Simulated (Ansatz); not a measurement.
# Co(0001) film, 1 layer, flat: channels in plane against thickness

Aim: the ballistic channels of flat films against thickness, first Co(0001) film, 1 layer, flat.

Program: Ansatz 0.2.0. Level of theory: Ansatz plane-wave DFT, PBE, PAW files, collinear spin; ballistic transport by layer matching (Landauer), zero bias; PAW set soft_1. Results are calculated unless marked as measured.

Most raw output is cut from this account.

### 1. The structure

The cell holds 2 atoms: 2 Co. Its edges and angles: a = 11.000 Å, b = 2.505 Å, c = 4.339 Å, α = 90.0°, β = 90.0°, γ = 90.0°. It derives from Co. Vacuum lies along a. The structure's axis is c.

As a file:

```cif
data_structure
_symmetry_space_group_name_H-M 'P 1'
_symmetry_Int_Tables_number 1
_cell_length_a 11.0000
_cell_length_b 2.5054
_cell_length_c 4.3395
_cell_angle_alpha 90.000
_cell_angle_beta 90.000
_cell_angle_gamma 90.000
_cell_volume 119.59
loop_
_atom_site_label
_atom_site_type_symbol
_atom_site_fract_x
_atom_site_fract_y
_atom_site_fract_z
_atom_site_occupancy
Co1 Co 0.40909 0.00000 0.00000 1
Co2 Co 0.40909 0.50000 0.50000 1
```

### 2. With 1 layer

Vacuum lies along the first vector, which takes one k-point, and the current runs in the film's plane. One period is a perfect wire, so its channels are the result. Energies from -0.27 to 0.27 eV in steps of 0.036 eV cover the slope of the Fermi function at 300 K, so the program can form a conductance.

input.yaml

```yaml
crystal:
  lattice:
    - [11.0, 0.0, 0.0]
    - [0.0, 2.5054, 0.0]
    - [0.0, 0.0, 4.3394800933]
  atoms:
    - { symbol: Co, position: [0.4090909091, 0.0, 0.0], spin: 2.0 }
    - { symbol: Co, position: [0.4090909091, 0.5, 0.5], spin: 2.0 }
magnetization:
  spin_polarized: true
kpoints:
  mp_grid: { grid: [1, 16, 10] }
hamiltonian:
  xc: pbe
  pseudopotentials: { kind: paw, azcp: { folder: soft_1 } }
scf:
  occupations: { method: fermi_dirac, width: 0.1 }
output:
  transmission:
    leads: [[0, 0]]
    kmesh: [1, 36]
    e_range: [-0.27, 0.27]
    de: 0.036
```

Run with:

```sh
$ ansatz run input.yaml --threads 4 --pin off --max-ram 15360MiB --backend cpu --events-out ev --progress --plain --runs-dir out
```

Elapsed: 1.9 min, on 4 threads of Intel Xeon Platinum 8375C at 2.90GHz (Ice Lake), shared host; peak memory 0.84 GiB; 6.8 min of CPU time.

This step gave:

* free energy: -10249.2597 eV
* energy at zero smearing: -10249.1915 eV
* Fermi energy: -0.4961 eV
* magnetization: 3.865 μB
* absolute magnetization: 4.222 μB
* site moments: 1.996, 1.996 μB
* cell area: 27.56 Å²
* estimated errors of the lead's conductance: 0, 7.6, 0.6 % (band edges, k-mesh, distance from neutral)
* lead conductance per cell: 1.910 G₀

Per spin. Table of open channels, zone mean by energy, zero at the Fermi level:

| energy (eV) | lead up | lead down |
| --- | --- | --- |
| -0.270 | 0.75 | 2.72 |
| -0.234 | 0.75 | 2.78 |
| -0.198 | 0.75 | 2.78 |
| -0.162 | 0.75 | 2.78 |
| -0.126 | 0.75 | 2.89 |
| -0.090 | 0.861 | 2.89 |
| -0.054 | 0.861 | 2.89 |
| -0.018 | 0.806 | 3 |
| 0.018 | 0.806 | 3 |
| 0.054 | 0.806 | 3.11 |
| 0.090 | 0.806 | 3.06 |
| 0.126 | 0.806 | 3.11 |
| 0.162 | 0.806 | 3.22 |
| 0.198 | 0.806 | 3.11 |
| 0.234 | 0.806 | 3.22 |
| 0.270 | 0.806 | 2.64 |

The program's largest error estimate for it is 7.6 %, from the k-mesh.

### 3. With 2 layers, thickness 4.089 A

The film grows to 2 layers.

System of this step: Co(0001) film, 2 layers, flat. The cell holds 4 atoms: 4 Co. Its edges and angles: a = 13.045 Å, b = 2.505 Å, c = 4.339 Å, α = 90.0°, β = 90.0°, γ = 90.0°. It derives from Co. Vacuum lies along a. The structure's axis is c.

input.yaml, the sections that differ from step 2:

```yaml
crystal:
  lattice:
    - [13.04465, 0.0, 0.0]
    - [0.0, 2.5054, 0.0]
    - [0.0, 0.0, 4.3394800933]
  atoms:
    - { symbol: Co, position: [0.3449690103, 0.0, 0.0], spin: 2.0 }
    - { symbol: Co, position: [0.3449690103, 0.5, 0.5], spin: 2.0 }
    - { symbol: Co, position: [0.5017114296, 0.0, 0.3333333333], spin: 2.0 }
    - { symbol: Co, position: [0.5017114296, 0.5, 0.8333333333], spin: 2.0 }
# magnetization, kpoints, hamiltonian, scf, output: as in step 2
```

It took 4.6 min on 4 threads; peak memory 1.2 GiB; 17 min of CPU time.

This step gave:

```yaml
free_energy: -20501.7319 eV
energy_at_zero_smearing: -20501.6583 eV
fermi_energy: 2.399 eV
magnetization: 6.941 μB
absolute_magnetization: 7.749 μB
site_moments: 1.816, 1.816, 1.816, 1.816 μB
cell_area: 32.68 Å²
estimated_errors_of_the_lead_s_conductance: 0, 5.3, 2.4 % (band edges, k-mesh, distance from neutral)
lead_conductance_per_cell: 1.594 G₀
```

Per spin. The open channels, zone mean by energy, zero at the Fermi level:

| energy (eV) | lead up | lead down |
| --- | --- | --- |
| -0.270 | 1.28 | 2.86 |
| -0.234 | 1.28 | 3.69 |
| -0.198 | 1.44 | 3.25 |
| -0.162 | 1.44 | 2.97 |
| -0.126 | 1.44 | 1.97 |
| -0.090 | 1.44 | 1.92 |
| -0.054 | 1.44 | 1.78 |
| -0.018 | 1.44 | 1.78 |
| 0.018 | 1.44 | 1.61 |
| 0.054 | 1.44 | 1.72 |
| 0.090 | 1.44 | 1.72 |
| 0.126 | 1.44 | 1.61 |
| 0.162 | 1.44 | 1.56 |
| 0.198 | 1.44 | 1.44 |
| 0.234 | 1.44 | 1.36 |
| 0.270 | 1.44 | 1.42 |

The lead conductance per cell is 1.59 G₀, 17 % under the 1.91 G₀ of the last finished run.

### 4. With 3 layers, thickness 6.134 A

The film grows to 3 layers.

System of this step: Co(0001) film, 3 layers, flat. The cell holds 6 atoms: 6 Co. Its edges and angles: a = 15.089 Å, b = 2.505 Å, c = 4.339 Å, α = 90.0°, β = 90.0°, γ = 90.0°. It derives from Co. Vacuum lies along a. The structure's axis is c.

input.yaml, the sections that differ from step 3:

```yaml
crystal:
  lattice:
    - [15.0893, 0.0, 0.0]
    - [0.0, 2.5054, 0.0]
    - [0.0, 0.0, 4.3394800933]
  atoms:
    - { symbol: Co, position: [0.2982245697, 0.0, 0.0], spin: 2.0 }
    - { symbol: Co, position: [0.2982245697, 0.5, 0.5], spin: 2.0 }
    - { symbol: Co, position: [0.4337278734, 0.0, 0.3333333333], spin: 2.0 }
    - { symbol: Co, position: [0.4337278734, 0.5, 0.8333333333], spin: 2.0 }
    - { symbol: Co, position: [0.5692311771, 0.0, 0.0], spin: 2.0 }
    - { symbol: Co, position: [0.5692311771, 0.5, 0.5], spin: 2.0 }
# magnetization, kpoints, hamiltonian, scf, output: as in step 3
```

The job ended after 7.8 min (4 threads; peak memory 1.6 GiB; 29 min of CPU time).

This step gave:

```
free energy                                : -30754.0379 eV
energy at zero smearing                    : -30753.9165 eV
Fermi energy                               : 4.575 eV
magnetization                              : 10.33 μB
absolute magnetization                     : 11.39 μB
site moments                               : 1.806, 1.806, 1.767, 1.767, 1.806, 1.806 μB
cell area                                  : 37.80 Å²
estimated errors of the lead's conductance : 0, 3.1, 0.2 % (band edges, k-mesh, distance from neutral)
lead conductance per cell                  : 2.731 G₀
```

Per spin. Table of open channels, zone mean by energy, zero at the Fermi level:

| energy (eV) | lead up | lead down |
| --- | --- | --- |
| -0.270 | 2.03 | 3.28 |
| -0.234 | 2.03 | 2.94 |
| -0.198 | 1.97 | 3.5 |
| -0.162 | 1.97 | 3.61 |
| -0.126 | 1.92 | 3.72 |
| -0.090 | 1.92 | 3.56 |
| -0.054 | 1.97 | 3.53 |
| -0.018 | 1.97 | 3.58 |
| 0.018 | 1.97 | 3.42 |
| 0.054 | 2.08 | 3.31 |
| 0.090 | 2.19 | 3.14 |
| 0.126 | 2.19 | 2.97 |
| 0.162 | 2.22 | 3.42 |
| 0.198 | 2.22 | 2.69 |
| 0.234 | 2.22 | 2.69 |
| 0.270 | 2.22 | 2.64 |

The lead conductance per cell is 2.73 G₀, 1.7 times the 1.59 G₀ of the last finished run.

### 5. With 4 layers, thickness 8.179 A

The film grows to 4 layers.

System of this step: Co(0001) film, 4 layers, flat. The cell holds 8 atoms: 8 Co. Cell: a = 17.134 Å, b = 2.505 Å, c = 4.339 Å, α = 90.0°, β = 90.0°, γ = 90.0°. It derives from Co. Vacuum lies along a. The structure's axis is c.

input.yaml, the sections that differ from step 4:

```yaml
crystal:
  lattice:
    - [17.13395, 0.0, 0.0]
    - [0.0, 2.5054, 0.0]
    - [0.0, 0.0, 4.3394800933]
  atoms:
    - { symbol: Co, position: [0.2626364615, 0.0, 0.0], spin: 2.0 }
    - { symbol: Co, position: [0.2626364615, 0.5, 0.5], spin: 2.0 }
    - { symbol: Co, position: [0.3819697151, 0.0, 0.3333333333], spin: 2.0 }
    - { symbol: Co, position: [0.3819697151, 0.5, 0.8333333333], spin: 2.0 }
    - { symbol: Co, position: [0.5013029687, 0.0, 0.0], spin: 2.0 }
    - { symbol: Co, position: [0.5013029687, 0.5, 0.5], spin: 2.0 }
    - { symbol: Co, position: [0.6206362222, 0.0, 0.3333333333], spin: 2.0 }
    - { symbol: Co, position: [0.6206362222, 0.5, 0.8333333333], spin: 2.0 }
# magnetization, kpoints, hamiltonian, scf, output: as in step 4
```

Elapsed: 14 min, on 4 threads; peak memory 2 GiB.

This step gave:

```
free energy                                : -41006.3813 eV
energy at zero smearing                    : -41006.2402 eV
Fermi energy                               : 6.210 eV
magnetization                              : 13.59 μB
absolute magnetization                     : 15.00 μB
site moments                               : 1.810, 1.810, 1.735, 1.735, 1.735, 1.735, 1.810, 1.810 μB
cell area                                  : 42.93 Å²
estimated errors of the lead's conductance : 0, 6, 2.2 % (band edges, k-mesh, distance from neutral)
lead conductance per cell                  : 2.872 G₀
```

Per spin. Open channels, zone mean against energy, zero at the Fermi level:

| energy (eV) | lead up | lead down |
| --- | --- | --- |
| -0.270 | 2.56 | 4.92 |
| -0.234 | 2.56 | 4.44 |
| -0.198 | 2.56 | 3.61 |
| -0.162 | 2.44 | 3.17 |
| -0.126 | 2.44 | 3.11 |
| -0.090 | 2.67 | 3.06 |
| -0.054 | 2.67 | 2.94 |
| -0.018 | 2.67 | 3 |
| 0.018 | 2.67 | 3 |
| 0.054 | 2.67 | 3.11 |
| 0.090 | 2.81 | 4.06 |
| 0.126 | 2.81 | 4.42 |
| 0.162 | 2.86 | 4.5 |
| 0.198 | 2.86 | 4.44 |
| 0.234 | 2.86 | 4.83 |
| 0.270 | 2.86 | 4.56 |

The lead conductance per cell is 2.87 G₀, 5.2 % over the 2.73 G₀ of the last finished run, within the error estimates, leads' steps apart, of 3.1 and 6 %.

### 6. With 5 layers, thickness 10.223 A

The film grows to 5 layers.

System of this step: Co(0001) film, 5 layers, flat. The cell holds 10 atoms: 10 Co. Cell: a = 19.179 Å, b = 2.505 Å, c = 4.339 Å, α = 90.0°, β = 90.0°, γ = 90.0°. It derives from Co. Vacuum lies along a. The structure's axis is c.

input.yaml, the sections that differ from step 5:

```yaml
crystal:
  lattice:
    - [19.1786, 0.0, 0.0]
    - [0.0, 2.5054, 0.0]
    - [0.0, 0.0, 4.3394800933]
  atoms:
    - { symbol: Co, position: [0.234636522, 0.0, 0.0], spin: 2.0 }
    - { symbol: Co, position: [0.234636522, 0.5, 0.5], spin: 2.0 }
    - { symbol: Co, position: [0.3412475363, 0.0, 0.3333333333], spin: 2.0 }
    - { symbol: Co, position: [0.3412475363, 0.5, 0.8333333333], spin: 2.0 }
    - { symbol: Co, position: [0.4478585507, 0.0, 0.0], spin: 2.0 }
    - { symbol: Co, position: [0.4478585507, 0.5, 0.5], spin: 2.0 }
    - { symbol: Co, position: [0.554469565, 0.0, 0.3333333333], spin: 2.0 }
    - { symbol: Co, position: [0.554469565, 0.5, 0.8333333333], spin: 2.0 }
    - { symbol: Co, position: [0.6610805794, 0.0, 0.0], spin: 2.0 }
    - { symbol: Co, position: [0.6610805794, 0.5, 0.5], spin: 2.0 }
# magnetization, kpoints, hamiltonian, scf, output: as in step 5
```

Elapsed: 23 min, on 4 threads; peak memory 2.6 GiB.

This step gave:

| Quantity | Value |
| --- | --- |
| free energy | -51258.7122 eV |
| energy at zero smearing | -51258.5296 eV |
| Fermi energy | 7.484 eV |
| magnetization | 16.84 μB |
| absolute magnetization | 18.57 μB |
| cell area | 48.05 Å² |
| estimated errors of the lead's conductance | 0, 6, 0.2 % (band edges, k-mesh, distance from neutral) |
| lead conductance per cell | 4.154 G₀ |

Per spin. Open channels, zone mean against energy, zero at the Fermi level:

| energy (eV) | lead up | lead down |
| --- | --- | --- |
| -0.270 | 3.08 | 3.89 |
| -0.234 | 3.08 | 3.75 |
| -0.198 | 3.19 | 4.53 |
| -0.162 | 3.14 | 4.47 |
| -0.126 | 3.14 | 4.64 |
| -0.090 | 3.19 | 4.86 |
| -0.054 | 3.19 | 5.42 |
| -0.018 | 3.19 | 5.36 |
| 0.018 | 3.19 | 5.08 |
| 0.054 | 3.17 | 4.64 |
| 0.090 | 3.33 | 4.67 |
| 0.126 | 3.33 | 4.19 |
| 0.162 | 3.61 | 4.36 |
| 0.198 | 3.61 | 4.36 |
| 0.234 | 3.56 | 4.42 |
| 0.270 | 3.56 | 4.47 |

The lead conductance per cell is 4.15 G₀, 45 % over the 2.87 G₀ of the last finished run.

### 7. The ladder

Times are for 4 threads of Intel Xeon Platinum 8375C at 2.90GHz (Ice Lake), shared host. Results by setting:

| no. | layers | lead conductance per cell (G₀) | time | memory (GiB) |
| --- | --- | --- | --- | --- |
| 1 | 1 | 1.910 | 1.9 min | 0.84 |
| 2 | 2 | 1.594 | 4.6 min | 1.2 |
| 3 | 3 | 2.731 | 7.8 min | 1.6 |
| 4 | 4 | 2.872 | 14 min | 2.0 |
| 5 | 5 | 4.154 | 23 min | 2.6 |

The runs together, line channels_crystal_0_up. Channels_crystal_0_up against energy, zero at the Fermi level:

| energy (eV) | 1 | 2 | 3 | 4 | 5 |
| --- | --- | --- | --- | --- | --- |
| -0.270 | 0.75 | 1.28 | 2.03 | 2.56 | 3.08 |
| -0.234 | 0.75 | 1.28 | 2.03 | 2.56 | 3.08 |
| -0.198 | 0.75 | 1.44 | 1.97 | 2.56 | 3.19 |
| -0.162 | 0.75 | 1.44 | 1.97 | 2.44 | 3.14 |
| -0.126 | 0.75 | 1.44 | 1.92 | 2.44 | 3.14 |
| -0.090 | 0.861 | 1.44 | 1.92 | 2.67 | 3.19 |
| -0.054 | 0.861 | 1.44 | 1.97 | 2.67 | 3.19 |
| -0.018 | 0.806 | 1.44 | 1.97 | 2.67 | 3.19 |
| 0.018 | 0.806 | 1.44 | 1.97 | 2.67 | 3.19 |
| 0.054 | 0.806 | 1.44 | 2.08 | 2.67 | 3.17 |
| 0.090 | 0.806 | 1.44 | 2.19 | 2.81 | 3.33 |
| 0.126 | 0.806 | 1.44 | 2.19 | 2.81 | 3.33 |
| 0.162 | 0.806 | 1.44 | 2.22 | 2.86 | 3.61 |
| 0.198 | 0.806 | 1.44 | 2.22 | 2.86 | 3.61 |
| 0.234 | 0.806 | 1.44 | 2.22 | 2.86 | 3.56 |
| 0.270 | 0.806 | 1.44 | 2.22 | 2.86 | 3.56 |

### 8. Outcome

```json
{
  "conductance per cell, 1 layer": "1.91 G₀",
  "conductance per cell, 2 layers": "1.59 G₀",
  "conductance per cell, 3 layers": "2.73 G₀",
  "conductance per cell, 4 layers": "2.87 G₀",
  "conductance per cell, 5 layers": "4.15 G₀"
}
```

The conductance per cell width goes from 1.91 G0 at 1 to 4.15 G0 at 5 layers. Over the film's own cross-section (layers × spacing × width) the conductance runs from 2.9 to 1.3×10¹⁵ S/m²; that nominal section leaves out the charge that spills into the vacuum, which flatters the thinnest films. The gains from one thickness to the next are -0.32, 1.1, 0.14 and 1.3 G0 per added layer; they differ by more than the error estimates allow, as expected where subbands cross the Fermi level in steps. The film repeats perfectly along the current, so nothing scatters; its faces are clean and not relaxed. One magnetic start was tried, and the two spins conduct in parallel without mixing.

[Logs are printed without paths, hosts, clocks, repeated set-up lines and the standing remarks that a program may print on its own settings, such as how far it seeks lower states.]

[Hosts, paths, dates, database ids (printed as entryN), source tags and the programs' standing remarks are cut or masked in the printed files.]
